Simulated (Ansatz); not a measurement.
## CaC2 (R-3m): from the cell to its phonons

Aim: the vibrations of CaC2 (R-3m), their spectra, and whether the structure is stable.

Method: DFT r2SCAN, scalar-relativistic, plane waves, PAW, in Ansatz 0.2.0.

This is a report of a sequence of runs, with most program output left out.

### Step 1. Set-up

It takes space group R-3m (No. 166, trigonal). The conventional cell has a = 3.889 Å, b = 3.889 Å, c = 11.862 Å, α = 90.00°, β = 90.00°, γ = 120.00°. Ca has 6 C at 2.62 Å nearest. Nearest to C lie 1 C at 1.26 Å and 3 Ca at 2.62 Å. Farther neighbours are not listed.

### Step 2. Coarse relaxation

The start is far from rest, so a relaxation with loose tolerances brings it close first.

The input, input.yaml:

```yaml
crystal:
  lattice:
    - [1.9443979843, 1.1225986996, 3.9538747767]
    - [-1.9443979843, 1.1225986996, 3.9538747767]
    - [0.0, -2.2451973993, 3.9538747767]
  atoms:
    - { symbol: Ca, position: [0.0, 0.0, 0.0] }
    - { symbol: C, position: [0.552915, 0.552915, 0.552915] }
    - { symbol: C, position: [0.447085, 0.447085, 0.447085] }
kpoints:
  mp_grid: { grid: [6, 6, 6] }
hamiltonian:
  xc: r2scan
scf:
  occupations: { method: gaussian, width: 0.1 }
output:
  forces: true
  stress: true
  eigenvalues: true
relax:
  adjacent_minimum: "off"
  f_tol: 0.05
  max_steps: 80
  cell: { stress_tol: 0.5 }
```

On the command line:

```sh
> ansatz run input.yaml --threads 4 --pin off --max-ram 7168MiB --backend cpu --events-out ev --progress --plain --runs-dir out
```

Elapsed: 3.9 s, on 4 threads of Arm Neoverse V2, shared host; peak memory 0.53 GiB.

Relaxation path:

```tsv
step	energy less that of the first step (eV)	largest force component (eV/Å)	pressure (GPa)	volume (Å³)
1	0.0000	0.6897	-1.94	51.78
2	-0.0058	0.1844	0.45	50.19
3	-0.0070	0.0194	-0.01	50.76
4*	-0.0069	0.0194	-0.01	50.76
```

Relaxation steps marked * repeat the geometry before them on a plane-wave basis chosen anew for their cell, so energy and pressure can jump there.

Forces are held to the 12 operations that the run works with; a distortion that breaks them can't arise in this run.

```tsv
conventional cell, symmetrised	before	after	change
a (Å)	3.889	3.863	-0.7 %
b (Å)	3.889	3.863	-0.7 %
c (Å)	11.862	11.785	-0.6 %
volume (Å³/atom)	17.26	16.92	-2.0 %
```

Final coordinates:

```
Ca C
1.0
     1.93135    1.11506    3.92845
    -1.93135    1.11506    3.92845
     0.00000   -2.23013    3.92845
Ca C
1 2
Direct
  0.00000 0.00000 0.00000
  0.55284 0.55284 0.55284
  0.44716 0.44716 0.44716
```

Numbers from this step:

```
pressure           : -0.01028 GPa
gap on the k-mesh  : 3.101 eV
volume per atom    : 16.92 Å³
direct gap on mesh : 4.332 eV
```

In this step the volume went from 17.26 to 16.92 Å³/atom.

### Step 3. Relaxation

The cell and atoms are relaxed, since residual forces and stress would shift the frequencies.

The input, input.yaml:

```yaml
crystal:
  lattice:
    - [1.9313487821, 1.1150647392, 3.92845431]
    - [-1.9313487821, 1.1150647392, 3.92845431]
    - [0.0, -2.2301294784, 3.92845431]
  atoms:
    - { symbol: Ca, position: [0.0, 0.0, 0.0] }
    - { symbol: C, position: [0.5528354845, 0.5528354845, 0.5528354845] }
    - { symbol: C, position: [0.4471645155, 0.4471645155, 0.4471645155] }
kpoints:
  mp_grid: { grid: [6, 6, 6] }
hamiltonian:
  xc: r2scan
scf:
  occupations: { method: gaussian, width: 0.02 }
output:
  forces: true
  stress: true
  eigenvalues: true
relax:
  adjacent_minimum: "off"
  f_tol: 0.005
  max_steps: 80
  cell: { stress_tol: 0.05 }
```

Elapsed: 3.1 s, on 4 threads; peak memory 0.53 GiB.

Little changed from the start: no atom moved by 0.005 Å and no cell edge by 0.1 %.

This step gave:

```yaml
pressure: 0.02279 GPa
gap_on_the_k_mesh: 3.099 eV
volume_per_atom: 16.90 Å³
direct_gap_on_mesh: 4.329 eV
```

In this step the volume went from 16.92 to 16.90 Å³/atom.

### Step 4. Tight relaxation

Phonons need a cell at rest on their own settings, so the relaxation is repeated with tight tolerances on forces and stress on the k mesh and occupations of the first response run.

The input, input.yaml:

```yaml
crystal:
  lattice:
    - [1.9307388614, 1.1147126013, 3.9272797721]
    - [-1.9307388614, 1.1147126013, 3.9272797721]
    - [0.0, -2.2294252027, 3.9272797721]
  atoms:
    - { symbol: Ca, position: [0.0, 0.0, 0.0] }
    - { symbol: C, position: [0.5528592442, 0.5528592442, 0.5528592442] }
    - { symbol: C, position: [0.4471407558, 0.4471407558, 0.4471407558] }
kpoints:
  mp_grid: { grid: [6, 6, 6] }
hamiltonian:
  xc: r2scan
scf:
  occupations: { method: fixed }
output:
  forces: true
  stress: true
  eigenvalues: true
  write_density: true
  write_potential: true
  elf: true
  volumetric_format: npy
relax:
  adjacent_minimum: "off"
  f_tol: 0.001
  max_steps: 60
  cell: { stress_tol: 0.01 }
```

Run time: 4.1 s. Hardware: 4 threads; peak memory 0.53 GiB.

Little changed from the start: no atom moved by 0.005 Å and no cell edge by 0.1 %.

Numbers from this step:

```yaml
pressure: 2.47e-4 GPa
gap_on_the_k_mesh: 3.100 eV
volume_per_atom: 16.91 Å³
```

ELF in the ac plane of the conventional cell at fractional y = 0.000, with atoms of Ca and C within 0.2 Å of it. It is the smooth field of the valence electrons, not physical close to the nuclei.

Values, 24 rows by 14 columns, each cell a mean:
```
0.83 0.85 0.80 0.45 0.09 0.09 0.20 0.24 0.15 0.06 0.19 0.64 0.83 0.84
0.66 0.57 0.37 0.12 0.13 0.37 0.57 0.61 0.50 0.26 0.08 0.21 0.46 0.62
0.11 0.07 0.05 0.12 0.34 0.53 0.61 0.62 0.59 0.47 0.23 0.07 0.05 0.09
0.01 0.02 0.07 0.22 0.41 0.52 0.58 0.59 0.56 0.48 0.33 0.15 0.05 0.02
0.02 0.03 0.09 0.23 0.41 0.52 0.58 0.59 0.56 0.48 0.34 0.16 0.06 0.02
0.02 0.03 0.07 0.18 0.33 0.43 0.48 0.49 0.47 0.40 0.27 0.12 0.04 0.02
0.06 0.05 0.04 0.07 0.11 0.14 0.16 0.16 0.15 0.13 0.09 0.05 0.04 0.05
0.51 0.41 0.23 0.07 0.03 0.05 0.09 0.10 0.07 0.04 0.04 0.12 0.31 0.46
0.92 0.89 0.74 0.38 0.10 0.05 0.07 0.09 0.06 0.05 0.19 0.55 0.82 0.91
0.82 0.86 0.87 0.74 0.38 0.10 0.03 0.02 0.04 0.19 0.55 0.82 0.87 0.84
0.25 0.46 0.69 0.71 0.56 0.27 0.06 0.03 0.12 0.39 0.65 0.72 0.62 0.35
0.71 0.76 0.77 0.69 0.55 0.32 0.09 0.04 0.16 0.43 0.62 0.73 0.77 0.74
0.51 0.62 0.72 0.69 0.56 0.31 0.08 0.04 0.16 0.42 0.63 0.71 0.69 0.56
0.39 0.57 0.75 0.74 0.54 0.22 0.04 0.02 0.09 0.34 0.65 0.77 0.69 0.48
0.92 0.92 0.88 0.67 0.27 0.07 0.04 0.04 0.04 0.12 0.44 0.79 0.90 0.92
0.85 0.79 0.58 0.23 0.06 0.05 0.09 0.10 0.07 0.04 0.10 0.37 0.68 0.83
0.29 0.22 0.11 0.04 0.04 0.06 0.08 0.10 0.07 0.05 0.04 0.06 0.15 0.26
0.03 0.03 0.04 0.10 0.18 0.24 0.26 0.27 0.25 0.22 0.15 0.07 0.03 0.03
0.02 0.03 0.08 0.21 0.38 0.49 0.54 0.55 0.53 0.45 0.31 0.14 0.05 0.02
0.02 0.03 0.09 0.23 0.41 0.52 0.58 0.59 0.56 0.49 0.34 0.16 0.06 0.02
0.02 0.02 0.06 0.20 0.40 0.52 0.58 0.59 0.56 0.49 0.31 0.12 0.04 0.02
0.26 0.18 0.09 0.08 0.27 0.51 0.63 0.65 0.59 0.42 0.16 0.07 0.12 0.23
0.79 0.74 0.57 0.21 0.09 0.25 0.46 0.51 0.38 0.16 0.09 0.37 0.66 0.77
0.79 0.84 0.83 0.54 0.10 0.05 0.11 0.13 0.09 0.05 0.24 0.72 0.85 0.82
```
Columns run along a (3.9 Å), rows up along c (11.8 Å), edges of the conventional cell, whose origin can differ from the input's. Atoms in or near the plane, at fractional coordinates: Ca at (0.00, 0.00), C at (0.00, 0.55), C at (0.00, 0.45).

Valence density in the ac plane of the conventional cell at fractional y = 0.000, with atoms of Ca and C within 0.2 Å of it. It is the smooth field of the valence electrons, not physical close to the nuclei.

Ten steps, logarithmic in the rise over the least value, from '0' (0.0 e/Å³) to '9' (6.2 e/Å³), each cell a mean:
```
99742111113689
65421222211346
11111222221111
00011222221000
00011222221000
00001222221000
00001222211000
11111222211111
43321122111234
66532110112456
76542100013567
87642100013567
77642100013567
76542100113467
65432111112355
33211122211223
10001222211000
00001222211000
00011223221000
00011222221000
00011222221000
22111222221122
77531122112467
99752111113689
```
Columns run along a (3.9 Å), rows up along c (11.8 Å), edges of the conventional cell, whose origin can differ from the input's. Atoms in or near the plane, at fractional coordinates: Ca at (0.00, 0.00), C at (0.00, 0.55), C at (0.00, 0.45).

Electrostatic potential energy in the ac plane of the conventional cell at fractional y = 0.000, with atoms of Ca and C within 0.2 Å of it. With pseudopotentials it is smooth inside the atoms' cores, unlike the true potential.

Ten even steps from '0' (-55 eV) to '9' (9 eV), each cell a mean:
```
01478999998630
56789999999876
99999999999999
99999999999999
99999999999999
99999999999999
99999999999999
99999988899999
99999988899999
46899999999975
01699999999840
24799999999963
02799999999851
02699999999840
78999999999987
99999988899999
99999988899999
99999999999999
99999999999999
99999999999999
99999999999999
88999999999988
34689999998764
00378999998520
```
Columns run along a (3.9 Å; values clipped at the 3rd and 97th percentile), rows up along c (11.8 Å), edges of the conventional cell, whose origin can differ from the input's. Atoms in or near the plane, at fractional coordinates: Ca at (0.00, 0.00), C at (0.00, 0.55), C at (0.00, 0.45).

The largest force component left is 0.15 meV/Å and the pressure is 0.000 GPa, within the tolerances set. The cell now holds 16.91 Å³/atom.

### Step 5. Modes at Γ

The zone centre comes first: it holds the modes that light can see, as far as symmetry allows. The response to a homogeneous field gives the Born charges and the dielectric tensor.

The input, input.yaml:

```yaml
crystal:
  lattice:
    - [1.93100359, 1.1148654425, 3.9277786955]
    - [-1.93100359, 1.1148654425, 3.9277786955]
    - [0.0, -2.229730885, 3.9277786955]
  atoms:
    - { symbol: Ca, position: [0.0, 0.0, 0.0] }
    - { symbol: C, position: [0.552852901, 0.552852901, 0.552852901] }
    - { symbol: C, position: [0.447147099, 0.447147099, 0.447147099] }
kpoints:
  mp_grid: { grid: [6, 6, 6] }
hamiltonian:
  xc: r2scan
scf:
  occupations: { method: fixed }
output:
  eigenvalues: true
phonons:
  method: dfpt
  dielectric: true
  rigid_motions: translations
```

Wall time 55 s (4 threads); peak memory 2.5 GiB; 3.5 min of CPU time.

Numbers from this step:

```yaml
sum_rule_residual_before_enforcement: 1.37e-4 eV/Å²
miss_of_the_charge_sum_rule: 6.25e-4 e
estimated_error_of_the_dielectric_tensor: 0.01059
estimated_error_of_the_born_charges: 0.01070 e
point_group: -3m
highest_optical_mode_at_the_zone_centre_no_lo_to_term: 1951 cm⁻¹
lowest_optical_zone_centre_mode: 227.6 cm⁻¹
mean_high_frequency_dielectric_constant: 3.565
largest_born_charge_third_of_the_trace: 2.360 e
mean_static_dielectric_constant: 9.278
top_of_the_zone_centre_spectrum_with_the_field: 1951 cm⁻¹
```

Without the LO-TO term. Patterns of degenerate modes are one choice out of their space. The modes at Γ (shares of kinetic energy by element, %):

```tsv
mode	frequency (cm⁻¹)	symmetry	Ca %	C %
1	0.0	acoustic	63	37
2	0.0	acoustic	63	37
3	0.0	acoustic	63	37
4	227.6	A2u	37	63
5	241.8	Eg	0	100
6	241.8	Eg	0	100
7	268.2	Eu	37	63
8	268.2	Eu	37	63
9	1951.2	A1g	0	100
```

Displacements in mode 4 (227.6 cm⁻¹), the largest set to 1:
```
Ca1  0.00  0.00  0.60
C2   0.00  0.00 -1.00
C3   0.00  0.00 -1.00
```

Displacements in mode 7 (268.2 cm⁻¹), the largest set to 1:
```
Ca1  0.00  0.60  0.00
C2   0.00 -1.00  0.00
C3   0.00 -1.00  0.00
```

Optical modes at the zone centre, without and with the macroscopic field of the longitudinal modes; each column is sorted by frequency, so a row need not hold one and the same mode. Modes with and without the field, by row:

```tsv
rank among optical modes	no field (cm⁻¹)	q along (1, 0, 0) (cm⁻¹)	q along (0, 0, 1) (cm⁻¹)
1	227.6	227.6	241.8
2	241.8	241.8	241.8
3	241.8	241.8	268.2
4	268.2	268.2	268.2
5	268.2	423.2	378.9
6	1951	1951	1951
```

Born charge (rows field, columns displacement) (e), principal values of the symmetric part by kind of site:

```tsv
atom	atoms with these values	low	middle	high	mean
Ca1	1	2.30	2.30	2.47	2.36
C2	2	-1.24	-1.15	-1.15	-1.18
```

In full for C2:

```
-1.15  0.00  0.00
 0.00 -1.15  0.00
 0.00  0.00 -1.24
```

High-frequency dielectric tensor:

```
3.20 0.00 0.00
0.00 3.20 0.00
0.00 0.00 4.29
```

Static dielectric tensor (ions relaxed, fixed cell):

```
 7.97  0.00  0.00
 0.00  7.97  0.00
 0.00  0.00 11.90
```

Transverse modes. Infrared lines, with heights relative to the strongest:

```tsv
position (cm⁻¹)	label	relative intensity
228	A2u	57
242	Eg	0.0
268	Eu	100
1951	A1g	0.0
```

Before it was imposed, the acoustic sum rule was missed by 1.4e-4 eV/Å² and the charge sum rule by 6.2e-4 e. Small misses are needed for a sound result but don't prove that mesh and cutoff are converged. The lowest optical mode is real, 228 cm⁻¹.

### Step 6. Phonons on a q mesh

Stability and thermal properties need the whole zone. Linear response on a 3×3×3 q mesh gives force constants as far as a supercell of that size would, and the tensors from the zone-centre run are typed in so that the long-range dipole term is interpolated apart.

input.yaml, the sections that differ from step 5:

```yaml
phonons:
  method: dfpt
  qmesh: [3, 3, 3]
  temperatures: { t_max: 1000, t_step: 50 }
  qpath:
    path:
      - [[0.0, 0.0, 0.0], [0.5, 0.5, 0.5], [0.77962278, 0.22037722, 0.5]]
      - [[0.5, -0.22037722, 0.22037722], [0.5, 0.0, 0.0], [0.0, 0.0, 0.0], [0.36018861, -0.36018861, 0.0]]
      - [[0.63981139, 0.0, 0.36018861], [0.5, 0.0, 0.5], [0.0, 0.0, 0.0]]
    npoints: 10
  non_analytic_term:
    high_frequency_dielectric_tensor: [[3.2014, 0.0, 0.0], [0.0, 3.2014, 0.0], [0.0, 0.0, 4.2922]]
    born_effective_charges:
      - { species: Ca, tensor: [[2.3046, 0.0, 0.0], [0.0, 2.3046, 0.0], [0.0, 0.0, 2.4701]] }
      - { species: C, tensor: [[-1.1523, 0.0, 0.0], [0.0, -1.1523, 0.0], [0.0, 0.0, -1.2351]] }
      - { species: C, tensor: [[-1.1523, 0.0, 0.0], [0.0, -1.1523, 0.0], [0.0, 0.0, -1.2351]] }
    source: "zone-centre run at this cell"
# crystal, kpoints, hamiltonian, scf, output: as in step 5
```

Elapsed: 5.6 min, on 4 threads; peak memory 3.4 GiB; 22 min of CPU time.

Numbers from this step:

```
sum-rule residual before enforcement                    : 2.54e-4 eV/Å²
lowest frequency on the path                            : -133.0 cm⁻¹
highest frequency on the path or at a solved wavevector : 1953 cm⁻¹
lowest mode on the q mesh (acoustic modes at Γ apart)   : -108.3 cm⁻¹
```

Frequencies (cm⁻¹) solved at each irreducible wavevector; negative means imaginary. Frequencies by wavevector, by row:

```tsv
q in reciprocal lattice units	star	mode 1	mode 2	mode 3	mode 4	mode 5	mode 6	mode 7	mode 8	mode 9
0 0 0	1	0	0	0	227.6	241.8	241.8	268.2	268.2	1951
0 0 0.3333	6	-99	113.1	194.1	219	235.7	262.2	262.4	381.2	1952
0 0.3333 0.3333	6	82.8	95.9	179.5	181.4	243	277.8	287.5	335.3	1952
0 0.3333 -0.3333	6	-103.4	185.5	201.4	224.1	244	244.6	293.4	324.9	1952
0.3333 0.3333 0.3333	2	-108.3	-108.3	193	229.6	229.6	267.4	267.4	335.7	1952
0.3333 0.3333 -0.3333	6	41.7	80.5	167.6	207.3	246.9	277.2	286.7	321.6	1952
```

Interpolated from a 3×3×3 q mesh, with the LO-TO term (at Γ the limit along the path; where Γ stands inside the path, tables give the limit on arrival). Phonon branches along the path, in cm⁻¹:

```tsv
point	branch 1	branch 2	branch 3	branch 4	branch 5	branch 6	branch 7	branch 8	branch 9
Γ	0	0	0	242	242	268	268	379	1951
halfway	-83	-83	147	236	236	264	264	353	1952
T	-133	-133	223	223	252	273	273	302	1952
halfway	-82	26	187	224	228	279	291	308	1952
H2	-65	166	186	211	227	282	295	315	1952
jump to H0	-65	166	186	211	227	282	295	315	1952
halfway	-109	166	194	224	263	265	270	336	1953
L	-111	131	203	223	243	252	302	348	1953
halfway	-83	91	161	220	236	252	266	398	1952
Γ	0	0	0	231	242	242	268	420	1951
halfway	-106	127	196	216	229	249	278	384	1952
S0	-90	179	205	210	244	250	296	321	1952
jump to S2	-90	179	205	210	244	250	296	321	1952
halfway	36	155	160	207	246	273	300	311	1952
F	102	126	135	206	247	293	296	301	1952
halfway	58	78	150	204	243	266	280	363	1952
Γ	0	0	0	238	242	242	268	412	1951
```

[end of part 1 of 2]

[Logs are printed without paths, hosts, clocks, repeated set-up lines and the standing remarks that a program may print on its own settings, such as how far it seeks lower states.]

[Hosts, paths, dates, database ids (printed as entryN), source tags and the programs' standing remarks are cut or masked in the printed files.]
